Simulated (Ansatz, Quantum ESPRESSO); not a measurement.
# Tb (P6_3/mmc): electron-phonon coupling, part 3 of 4

How strong is the electron-phonon coupling in Tb (P6_3/mmc)?

Quantum ESPRESSO 7.5; DFT PBE, scalar-relativistic, plane waves, PseudoDojo norm-conserving, 4f in core pseudopotentials.

So far. Step 7 (Phonons on a q mesh): The acoustic modes at Γ come out as far as 0.6 cm⁻¹ from zero, where they should vanish, a small numerical error. Step 9 (Interpolated phonon bands): All branches are real along the path. The relaxed cell has a = 3.595, c = 5.641 Å (conventional setting).

### 10. Sums over the zone

Sums over the zone need many more wavevectors than were solved, so the interpolation is sampled on a dense mesh.

File matdyn.in:

```
&INPUT
  asr    = 'crystal'
  flfrc  = 'x.fc'
  dos    = .true.
  fldos  = 'x.dos'
  nk1    = 14
  nk2    = 14
  nk3    = 8
  deltaE = 0.3
  la2F   = .true.
/
```

Run with:

```
> matdyn.x -in matdyn.in > matdyn.out
```

Numbers of over 12 decimals in the logs are rounded to 6 here.

The log of the run:

```text
[banner, memory and clock lines left out]
Program MATDYN v.7.5

 mass for atomic type   1 not given; uses mass from file x.fc
 Norm of the difference between old and new effective charges:    0.000000

 Norm of the difference between old and new force-constants:   1.6903e-06

     Message from routine matdyn:
     Z* not found in file x.fc, TO-LO splitting at q=0 will be absent!
 Norm of the difference between old and new effective charges:    0.000000

 Norm of the difference between old and new force-constants:   1.68534e-05

 Norm of the difference between old and new effective charges:    0.000000

 Norm of the difference between old and new force-constants:   3.83072e-05

 Norm of the difference between old and new effective charges:    0.000000

 Norm of the difference between old and new force-constants:   7.80783e-05

 Norm of the difference between old and new effective charges:    0.000000

 Norm of the difference between old and new force-constants:   0.000124239

 Norm of the difference between old and new effective charges:    0.000000

 Norm of the difference between old and new force-constants:   0.000186658

 Norm of the difference between old and new effective charges:    0.000000

 Norm of the difference between old and new force-constants:   0.000283365

 Norm of the difference between old and new effective charges:    0.000000

 Norm of the difference between old and new force-constants:   0.000434198

 Norm of the difference between old and new effective charges:    0.000000

 Norm of the difference between old and new force-constants:   0.000658593

 Norm of the difference between old and new effective charges:    0.000000

 Norm of the difference between old and new force-constants:   0.000969029

 Norm of the difference between old and new effective charges:    0.000000

 Norm of the difference between old and new force-constants:   0.00136834

Note: The following floating-point exceptions are signalling: IEEE_UNDERFLOW_FLAG
```

The job ended after 12 s (1 thread of Intel Xeon at 2.70GHz, shared host).

Numbers from this step:

| Quantity | Value |
| --- | --- |
| share of modes beyond 3i cm⁻¹ on the dense interpolated mesh | 0 |
| electron-phonon coupling constant | 0.7985 |
| logarithmic mean frequency weighted by the coupling | 97.08 K |
| zero-point energy per atom | 14.35 meV |
| heat capacity at 300 K | 24.64 J/(mol atoms K) |
| vibrational entropy at 300 K | 51.04 J/(mol atoms K) |

Tetrahedra. Phonon density of states against wavenumber; read off at these points:

| wavenumber (cm⁻¹) | phonon density of states (1/cm⁻¹/cell) |
| --- | --- |
| 2.50 | 2.2e-5 |
| 5.00 | 1.0e-4 |
| 7.50 | 2.3e-4 |
| 10.00 | 4.1e-4 |
| 12.50 | 6.4e-4 |
| 15.00 | 0.00128 |
| 17.50 | 0.00196 |
| 20.00 | 0.00264 |
| 22.50 | 0.00351 |
| 25.00 | 0.00472 |
| 27.50 | 0.00607 |
| 30.00 | 0.00781 |
| 32.50 | 0.00962 |
| 35.00 | 0.0116 |
| 37.50 | 0.0146 |
| 40.00 | 0.0186 |
| 42.50 | 0.0235 |
| 45.00 | 0.0418 |
| 47.50 | 0.0908 |
| 50.00 | 0.0973 |
| 52.50 | 0.105 |
| 53.40 | 0.108 |
| 55.00 | 0.0863 |
| 57.50 | 0.0871 |
| 60.00 | 0.0801 |
| 62.50 | 0.0784 |
| 65.00 | 0.0699 |
| 67.50 | 0.0610 |
| 70.00 | 0.0572 |
| 72.50 | 0.0767 |
| 75.00 | 0.0725 |
| 77.50 | 0.0758 |
| 80.00 | 0.0907 |
| 81.60 | 0.0927 |
| 82.50 | 0.0911 |
| 85.00 | 0.0780 |
| 87.50 | 0.0751 |
| 90.00 | 0.0812 |
| 92.50 | 0.0856 |
| 95.00 | 0.0817 |
| 97.50 | 0.0754 |
| 100.00 | 0.0859 |
| 102.50 | 0.0857 |
| 105.00 | 0.194 |
| 105.60 | 0.227 |
| 107.50 | 0.128 |
| 110.00 | 0.0400 |

Harmonic thermodynamic functions per atom, summed over the density of states scaled to three modes an atom; melting is ignored. Thermodynamic functions:

| T (K) | F_vib (meV/atom) | S (J/mol-atom/K) | C_V (J/mol-atom/K) |
| --- | --- | --- | --- |
| 0 | 14.35 | 0 | 0 |
| 50 | 12.44 | 10.95 | 16.72 |
| 100 | 2.93 | 24.81 | 22.39 |
| 200 | -32.09 | 41.11 | 24.27 |
| 300 | -80.18 | 51.04 | 24.64 |
| 400 | -136.9 | 58.15 | 24.77 |
| 500 | -200.2 | 63.68 | 24.83 |
| 600 | -268.6 | 68.21 | 24.87 |
| 700 | -341.3 | 72.05 | 24.89 |
| 800 | -417.8 | 75.37 | 24.9 |
| 900 | -497.4 | 78.3 | 24.91 |
| 1000 | -580 | 80.93 | 24.92 |

λ by broadening:

| broadening (Ry) | lambda | N(E_F) (states/spin/Ry/cell) | ω_log (K) |
| --- | --- | --- | --- |
| 0.005 | 0.9307 | 23.8 | 98.16 |
| 0.01 | 0.9072 | 24.73 | 97.18 |
| 0.015 | 0.8566 | 24.4 | 96.98 |
| 0.02 | 0.7985 | 23.52 | 97.08 |
| 0.025 | 0.7459 | 22.46 | 97.25 |
| 0.03 | 0.7013 | 21.44 | 97.41 |
| 0.035 | 0.6648 | 20.55 | 97.56 |
| 0.04 | 0.6359 | 19.83 | 97.69 |
| 0.045 | 0.6139 | 19.28 | 97.8 |
| 0.05 | 0.5977 | 18.87 | 97.86 |

The alpha^2 F has structure finer than the step of the table below, so its rows give means over 0.5 meV, whole bins alone (the curve runs from 0.019 to 13.9 meV). Peaks (meV: height): 5.97: 0.693, 13.07: 1.03.

Gaussian broadening 0.02 Ry. Table of alpha^2 F by phonon energy; means over each step:

| phonon energy (meV) | alpha^2 F |
| --- | --- |
| 1.0 | 5.7e-5 |
| 1.5 | 2.0e-4 |
| 2.0 | 7.5e-4 |
| 2.5 | 0.00173 |
| 3.0 | 0.00359 |
| 3.5 | 0.00674 |
| 4.0 | 0.0120 |
| 4.5 | 0.0207 |
| 5.0 | 0.0389 |
| 5.5 | 0.182 |
| 6.0 | 0.588 |
| 6.5 | 0.571 |
| 7.0 | 0.445 |
| 7.5 | 0.410 |
| 8.0 | 0.358 |
| 8.5 | 0.284 |
| 9.0 | 0.353 |
| 9.5 | 0.356 |
| 10.0 | 0.435 |
| 10.5 | 0.366 |
| 11.0 | 0.354 |
| 11.5 | 0.380 |
| 12.0 | 0.355 |
| 12.5 | 0.389 |
| 13.0 | 0.736 |
| 13.5 | 0.330 |

At 300 K the heat capacity has reached 99 % of the Dulong-Petit value.

### 11. The same in Ansatz

The same cell goes through another code at the same cutoff. The potentials differ. Its k mesh is centred on Γ.

This step: DFT PBE, scalar-relativistic, plane waves, norm-conserving pseudopotentials, 4f in core (Ansatz 0.2.0).

File input.yaml:

```yaml
crystal:
  lattice:
    - [3.5946354248, 0.0, 0.0]
    - [-1.7973177121, 3.1130455953, 0.0]
    - [0.0, 0.0, 5.640773006]
  atoms:
    - { symbol: Tb, position: [0.3333333333, 0.6666666667, 0.25] }
    - { symbol: Tb, position: [0.6666666667, 0.3333333333, 0.75] }
kpoints:
  mp_grid: { grid: [12, 12, 6] }
hamiltonian:
  xc: pbe
  pseudopotentials:
    kind: nc
    azcp: { Tb: "pseudopotentials/pbe/nc/lanthanide_3plus/Tb.nc.azcp" }
    accuracy: standard
scf:
  occupations: { method: cold, width: 0.27211 }
output:
  eigenvalues: true
basis:
  ecutwfc: 571.439
phonons:
  method: dfpt
  qmesh: [3, 3, 2]
  temperatures: { t_max: 1000, t_step: 50 }
  qpath:
    path:
      - [[0.0, 0.0, 0.0], [0.5, 0.0, 0.0], [0.33333333, 0.33333333, 0.0], [0.0, 0.0, 0.0], [0.0, 0.0, 0.5], [0.5, 0.0, 0.5], [0.33333333, 0.33333333, 0.5], [0.0, 0.0, 0.5]]
      - [[0.5, 0.0, 0.5], [0.5, 0.0, 0.0]]
      - [[0.33333333, 0.33333333, 0.5], [0.33333333, 0.33333333, 0.0]]
    npoints: 12
  electrical_resistivity: { temperatures: [77, 300], mesh: [24, 24, 12] }
```

Run with:

```
> ansatz run input.yaml --threads 8 --pin off --max-ram 16384MiB --backend cpu --events-out ev --progress --plain --runs-dir out
```

The log of the run:

```text
Warning: basis.ecutwfc = 571.439 eV is below the records' recommended 680.284656 eV, and the density's cutoff is lower with it unless basis.ecutrho_ratio is high enough to keep the records' density cutoff: compare with a run at a higher cutoff
Engine: ansatz 0.2.0, x86_64-unknown-linux-gnu
Pseudopotentials: kind: nc
Pseudopotential: Tb, nc, valence charge 11, recommended cutoff 680.284656 eV (normal), <dir>
Functional definition: PBE
  parameter kappa = 0.804
  parameter beta = 0.066725
  exchange = pbe_x(kappa = kappa, mu = beta*pi^2/3)
  correlation = pbe_c(beta = beta)
Crystal: 2 atoms, lattice volume = 63.122 Å³
Basis set: ecut = 571.439 eV, 1923 PW (Γ), exchange–correlation on 60×60×96 points (8 copies of the dense FFT grid, shifted against one another)
Bands: 15, of which v1, the nominal top of the filled ones, is band 11 counted from 1 (10 counted from 0)
Symmetry: 24 space group operations
k-points: 76 of 864
Non-local potential: Tb, projectors of the file, l = 0: 2, l = 1: 2, l = 2: 2, l = 3: 1
Initial density: superposition of atomic densities (chi_scale 0.1, normalization cell)
Initial wavefunctions: pseudopotential atomic-orbital guess
Functional: x = pbe(κ = 0.804, μ = 0.219515), c = pbe(β = 0.066725)
SCF iter   1: F=—  HF=-2320.887165 eV  |F-HF|=—  |Δ(HF+E_count)|=         —  Δρ=1.14e-2  dr2=1.15e-1  ethr=3.10e-3  ⟨swp⟩=5.0  Hψ=5085  notcnv=0
preconditioner: auto → Kerker (q_TF=auto, 2.289 Å⁻¹)  [metal: Δε(μ)=0.029 eV  Ē_g=2.763 eV  σ=0.272 eV  W_gap=0.07  n_scr=10 (ndim 8)  ℏωp=11.4 eV  f_vac=0.000  D(μ)=3.45/eV (n_scr^D=34)]
SCF iter   2: F=—  HF=-2320.870053 eV  |F-HF|=—  |Δ(HF+E_count)|=   1.71e-2  S|Δr|=    0.00e0  Δρ=7.33e-3  dr2=4.88e-2  ethr=5.24e-4  ⟨swp⟩=1.1  Hψ=1758  notcnv=0
SCF iter   3: F=—  HF=-2320.860628 eV  |F-HF|=—  |Δ(HF+E_count)|=   9.42e-3  S|Δr|=    0.00e0  Δρ=1.13e-3  dr2=5.86e-4  ethr=2.22e-4  ⟨swp⟩=2.6  Hψ=1864  notcnv=0
SCF iter   4: F=—  HF=-2320.860571 eV  |F-HF|=—  |Δ(HF+E_count)|=   5.68e-5  S|Δr|=    0.00e0  Δρ=8.39e-5  dr2=3.87e-6  ethr=2.67e-6  ⟨swp⟩=2.0  Hψ=1673  notcnv=0
SCF iter   5: F=—  HF=-2320.860571 eV  |F-HF|=—  |Δ(HF+E_count)|=   4.66e-8  S|Δr|=    0.00e0  Δρ=2.66e-5  dr2=4.22e-7  ethr=1.76e-8  ⟨swp⟩=2.5  Hψ=1929  notcnv=0
SCF iter   6: F=—  HF=-2320.860571 eV  |F-HF|=—  |Δ(HF+E_count)|=   1.47e-7  S|Δr|=    0.00e0  Δρ=3.56e-6  dr2=6.15e-9  ethr=1.92e-9  ⟨swp⟩=2.6  Hψ=1826  notcnv=0
SCF iter   7: F=—  HF=-2320.860571 eV  |F-HF|=—  |Δ(HF+E_count)|=   1.23e-9  S|Δr|=    0.00e0  Δρ=5.56e-7  dr2=1.28e-10  ethr=2.80e-11  ⟨swp⟩=2.2  Hψ=1993  notcnv=0
SCF iter   8: F=-2320.860571 eV  HF=-2320.860571 eV  |F-HF|=0.00e0  |Δ(HF+E_count)|=  6.55e-11  S|Δr|=    0.00e0  Δρ=8.80e-8  dr2=4.47e-12  ethr=1.00e-12  ⟨swp⟩=7.4  Hψ=6401  notcnv=0
SCF 1 converged in 8 iterations: F = -2320.860571 eV  dr2 = 4.47e-12
NSCF: frozen V_eff on 76 k-points
NSCF: frozen V_eff on 172 k-points
DFPT response loops at q = (0, 0, 0) (fractional): preconditioner auto → Kerker (q_TF=auto, 2.289 Å⁻¹) (partly filled bands, converged f_vac=0.000); β = 1.00, the filter's whole step (`scf.mixing.beta` (0.50) is not read by the response loops under this deck's `scf.mixing.preconditioner`; to damp them name `kerker` or `kerker_dos`, under which they read `scf.mixing.beta`, and type it under 1.00, their step now; both keys bind the ground state too); Broyden in place of MSR1
NSCF: frozen V_eff on 344 k-points
DFPT response loops at q = (0, 0, -0.5) (fractional): mixed as the last ones told, above
NSCF: frozen V_eff on 624 k-points
DFPT response loops at q = (0, 0.333333, 0) (fractional): mixed as the last ones told, above
NSCF: frozen V_eff on 624 k-points
DFPT response loops at q = (0, 0.333333, -0.5) (fractional): mixed as the last ones told, above
NSCF: frozen V_eff on 624 k-points
DFPT response loops at q = (0.333333, 0.333333, 0) (fractional): mixed as the last ones told, above
NSCF: frozen V_eff on 624 k-points
DFPT response loops at q = (0.333333, 0.333333, -0.5) (fractional): mixed as the last ones told, above
SCF iter   1: F=—  HF=-2320.887165 eV  |F-HF|=—  |Δ(HF+E_count)|=         —  Δρ=1.14e-2  dr2=1.15e-1  ethr=3.10e-3  ⟨swp⟩=5.0  Hψ=5085  notcnv=0
SCF iter   2: F=—  HF=-2320.870053 eV  |F-HF|=—  |Δ(HF+E_count)|=   1.71e-2  S|Δr|=    0.00e0  Δρ=7.33e-3  dr2=4.88e-2  ethr=5.24e-4  ⟨swp⟩=1.1  Hψ=1758  notcnv=0
SCF iter   3: F=—  HF=-2320.860628 eV  |F-HF|=—  |Δ(HF+E_count)|=   9.42e-3  S|Δr|=    0.00e0  Δρ=1.13e-3  dr2=5.86e-4  ethr=2.22e-4  ⟨swp⟩=2.6  Hψ=1864  notcnv=0
SCF iter   4: F=—  HF=-2320.860571 eV  |F-HF|=—  |Δ(HF+E_count)|=   5.68e-5  S|Δr|=    0.00e0  Δρ=8.39e-5  dr2=3.87e-6  ethr=2.67e-6  ⟨swp⟩=2.0  Hψ=1673  notcnv=0
SCF iter   5: F=—  HF=-2320.860571 eV  |F-HF|=—  |Δ(HF+E_count)|=   4.66e-8  S|Δr|=    0.00e0  Δρ=2.66e-5  dr2=4.22e-7  ethr=1.76e-8  ⟨swp⟩=2.5  Hψ=1929  notcnv=0
SCF iter   6: F=—  HF=-2320.860571 eV  |F-HF|=—  |Δ(HF+E_count)|=   1.47e-7  S|Δr|=    0.00e0  Δρ=3.56e-6  dr2=6.15e-9  ethr=1.92e-9  ⟨swp⟩=2.6  Hψ=1826  notcnv=0
SCF iter   7: F=—  HF=-2320.860571 eV  |F-HF|=—  |Δ(HF+E_count)|=   1.23e-9  S|Δr|=    0.00e0  Δρ=5.56e-7  dr2=1.28e-10  ethr=2.80e-11  ⟨swp⟩=2.2  Hψ=1993  notcnv=0
SCF iter   8: F=-2320.860571 eV  HF=-2320.860571 eV  |F-HF|=4.55e-13  |Δ(HF+E_count)|=  6.64e-11  S|Δr|=    0.00e0  Δρ=8.74e-8  dr2=4.50e-12  ethr=1.00e-12  ⟨swp⟩=3.0  Hψ=2987  notcnv=0
SCF 2 converged in 8 iterations: F = -2320.860571 eV  dr2 = 4.50e-12
NSCF: frozen V_eff on 76 k-points
NSCF: frozen V_eff on 76 k-points
[...]
SCF converged after 8 iterations
Stability not checked: this state was not tested for a lower state beside it, because cold or Methfessel-Paxton smearing, or corrected tetrahedra, fill the levels in a way that the test cannot read (fill_not_monotonic; see scf.lower_state_search)
Free energy (F): -2320.860571 eV
Harris-Foulkes:  -2320.860571 eV  (|F-HF|=0.00e0)
Internal energy: -2320.843590 eV  (E = F + TS)
E sigma→0 (E₀):  -2320.854911 eV
Entropy (-TS):   -0.016981 eV (-8.490 meV/atom)
Fermi energy:    10.546698 eV
--- Per-component energies (eV) ---
  E_band       = -229.523496
  E_kinetic    = 561.501161
  E_local      = -1074.564780  (includes V_loc(G=0)·N_el)
  E_nonlocal   = 63.248366
  E_hartree    = 307.164465
  E_xc         = -586.192202
  E_vxc        = -394.037166  (∫ρ·V_xc dr)
  E_ewald      = -1592.000601
  E_smearing   = -0.016981  (= −TS)
  E_closure    = 0.000000  (closes the sum)
  Σ components = -2320.860571   (vs F -2320.860571, Δ=0.00e0)
--- Band table (eV; the first three rows and the last of 76) ---
  k-point 0: bands = [... 7 lower, -11.6168, 5.5877, 8.3750, 11.9882, 12.2927, 12.2927, 12.6451, 13.0072]
  k-point 1: bands = [... 7 lower, -11.6713, 5.7963, 8.2939, 11.7079, 12.1848, 12.1848, 12.4492, 12.8295]
  k-point 2: bands = [... 7 lower, -11.6939, 6.3766, 7.9173, 11.3712, 11.9747, 12.0984, 12.0984, 12.4796]
  k-point 75: bands = [... 7 lower, -11.7575, 9.9518, 9.9518, 10.1520, 10.1520, 11.1675, 11.1675, 13.4659]
--- Phonons (Γ-DFPT): 2 representative perturbations + reference (Σ response iterations 8) ---
  ASR residual: 2.416e-5 → 0.000e0 eV/Å²; symmetrization residual: 8.609e-10 eV/Å²
  ASR residual per site (eV/Å²): 2.42e-5 2.42e-5
  Γ frequencies (cm⁻¹): 0.00 0.00 0.00 63.35 63.35 107.60
--- Phonons (arbitrary-q DFPT): 6 irreducible q on the 3×3×2 mesh ---
  q = [0.0000, 0.0000, 0.0000] (star 1, of the zone-centre solve; hermiticity 2.54e-10, symmetrization 1.27e-10): -0.00 -0.00 -0.00 63.35 63.35 107.60
  q = [0.0000, 0.0000, -0.5000] (star 1, 2 solved perturbations in 248 linear systems a pass and spin channel, the states on 172 of 864 k-point pairs; hermiticity 2.41e-8, symmetrization 1.21e-8): 45.06 45.06 45.06 45.06 83.52 83.52
  q = [0.0000, 0.3333, 0.0000] (star 6, 3 solved perturbations on 312 of 864 k-point pairs; hermiticity 4.59e-8, symmetrization 1.93e-9): 47.90 51.64 86.10 87.18 94.23 105.69
  q = [0.0000, 0.3333, -0.5000] (star 6, 3 solved perturbations on 312 of 864 k-point pairs; hermiticity 4.44e-8, symmetrization 1.58e-9): 63.75 63.75 67.38 67.38 101.75 101.75
  q = [0.3333, 0.3333, 0.0000] (star 2, 2 solved perturbations in 436 linear systems a pass and spin channel, the states on 312 of 864 k-point pairs; hermiticity 2.33e-8, symmetrization 1.16e-8): 77.12 77.12 78.60 78.60 94.15 106.08
  q = [0.3333, 0.3333, -0.5000] (star 2, 2 solved perturbations in 436 linear systems a pass and spin channel, the states on 312 of 864 k-point pairs; hermiticity 2.43e-8, symmetrization 1.21e-8): 43.06 43.06 97.58 97.58 101.65 101.65
  sum rule: each row above includes the acoustic sum rule's correction from the zone centre's row sums; it moved no ω² by more than (0.20 cm⁻¹)²
  mesh force constants: q→R imaginary residual 1.58e-16; ASR residual 2.416e-5 → 0.000e0 eV/Å²; symmetrization residual 3.109e-15 eV/Å²
  interpolated dispersion: 111 rows × 6 modes
  density of states and harmonic sums: on the 21×21×12 q-mesh, interpolated from the force constants of a 3×3×2 supercell (no non-analytic term)
  largest difference from the sums on the solved wave vectors: F 4.67e-2 eV, S 6.10e-5 and C_V 1.43e-5 eV/K
  zero-point energy: 0.028499 eV/cell   skipped modes (ω ≤ 0): 3   left out of the sums: 9.45e-5 of the cell's modes: C_V's classical limit lies that fraction below 3 k_B per atom; for a crystal, a wire or a layer, F and S can be off by more, and a phonons.interpolated_qmesh denser along its periods is the remedy for the sampling
--- Electrical resistivity: potentials and phonons of a 3×3×2 supercell ---
  scattering by harmonic phonons alone, with no dipole-dipole term; scattering by other electrons, impurities, surfaces and spin disorder is left out, and so is spin–orbit coupling
  the resistivity is that of a variational response, whose dependence on the energy is improved iteratively
  at the Fermi level of each mesh (of a tensor a third of its trace):
           mesh   spin    states/(eV spin)  plasma energy (eV)         λ      λ_tr    ħω_log (meV)
       24×24×12                     1.8030              4.4699    0.8322    0.8934           8.045
        12×12×6                     1.9037              4.5279    0.8708    0.9217           8.126
          6×6×3                     1.5194              3.8228    0.6925    0.7672           8.197
  resistivity on the deck's mesh, µΩ·cm:
     T (K)       trace/3  mesh converged            xx            yy            zz    lowest order   relaxation time
     77.00      1.2664e1             yes      1.5027e1      1.5027e1      7.9365e0        1.3123e1          1.2389e1
    300.00      5.7519e1              no      6.8297e1      6.8297e1      3.5964e1        5.9334e1          5.6265e1
  mean free path at 77 K (of a tensor a third of its trace): 8.96 nm by what each carries, 8.17 by the Fermi surface alone
  Hall coefficient in a weak field at 77 K (a third of the trace): -1.298e-10 m³/C (as a tensor it moves by 13.9 % between the two finest meshes); by each state's relaxation time: -1.302e-10 m³/C; by a constant relaxation time: -1.057e-10 m³/C
  mean free path at 300 K (of a tensor a third of its trace): 1.97 nm by what each carries, 1.80 by the Fermi surface alone
  Hall coefficient in a weak field at 300 K (a third of the trace): -1.254e-10 m³/C (as a tensor it moves by 13.3 % between the two finest meshes); by each state's relaxation time: -1.260e-10 m³/C; by a constant relaxation time: -1.047e-10 m³/C
  the resistivity times a path that all electrons share, by the Fermi surface of the deck's mesh alone (a third of the trace): 1.045e-15 Ω·m²
  not converged in the mesh (λ; λ_tr; the resistivity at 300 K by 2.36 %): between neighbouring meshes, the two finest first, λ moves by 4.64 % and 20.48 %, λ_tr by 3.53 % and 17.08 % and the resistivity by up to 2.36 % and 15.37 %; an estimate, no bound, puts it up to 7.9e-7 % above the Boltzmann equation's exact value after up to 3 iterations (at most 30 are made, fewer where the estimate is under 1.0e-6 % of each spin channel's own resistivity)
  vibrations of 18 cells: unjudged by the run; compare a larger repeat
  the changes of the potential over all sites missed a rigid shift's by 0.00 % (the site terms' by 0.00 %)
  at the force constants' own smearing the fine mesh and the k-points of their solves give squared frequencies that differ by 3.3 % of the larger at the most, at (0, 0, 0)
```

The job ended after 5 min (8 threads; peak memory 2.5 GiB; 34 min of CPU time).

Numbers from this step:

```
sum-rule residual before enforcement                               : 2.42e-5 eV/Å²
mean frequency                                                     : 76.6 cm⁻¹
Debye temperature (second moment)                                  : 148 K
logarithmic mean frequency                                         : 73.1 cm⁻¹
electron-phonon coupling constant                                  : 0.8322
logarithmic mean frequency weighted by the coupling                : 93.4 K
highest optical zone-centre mode (no LO-TO term)                   : 107.6 cm⁻¹
lowest optical zone-centre mode                                    : 63.35 cm⁻¹
lowest mode on the q mesh (acoustic ones at the zone centre apart) : 43.06 cm⁻¹
zero-point energy per atom                                         : 14.25 meV
vibrational entropy at 300 K                                       : 51.23 J/(mol atoms K)
```

(Continued in part 4 of 4.)

[Host names and launcher messages were left out of these logs when they were recorded.]

[Logs are printed without paths, hosts, clocks, repeated set-up lines and the standing remarks that a program may print on its own settings, such as how far it seeks lower states.]

[Hosts, paths, dates, database ids (printed as entryN), source tags and the programs' standing remarks are cut or masked in the printed files.]
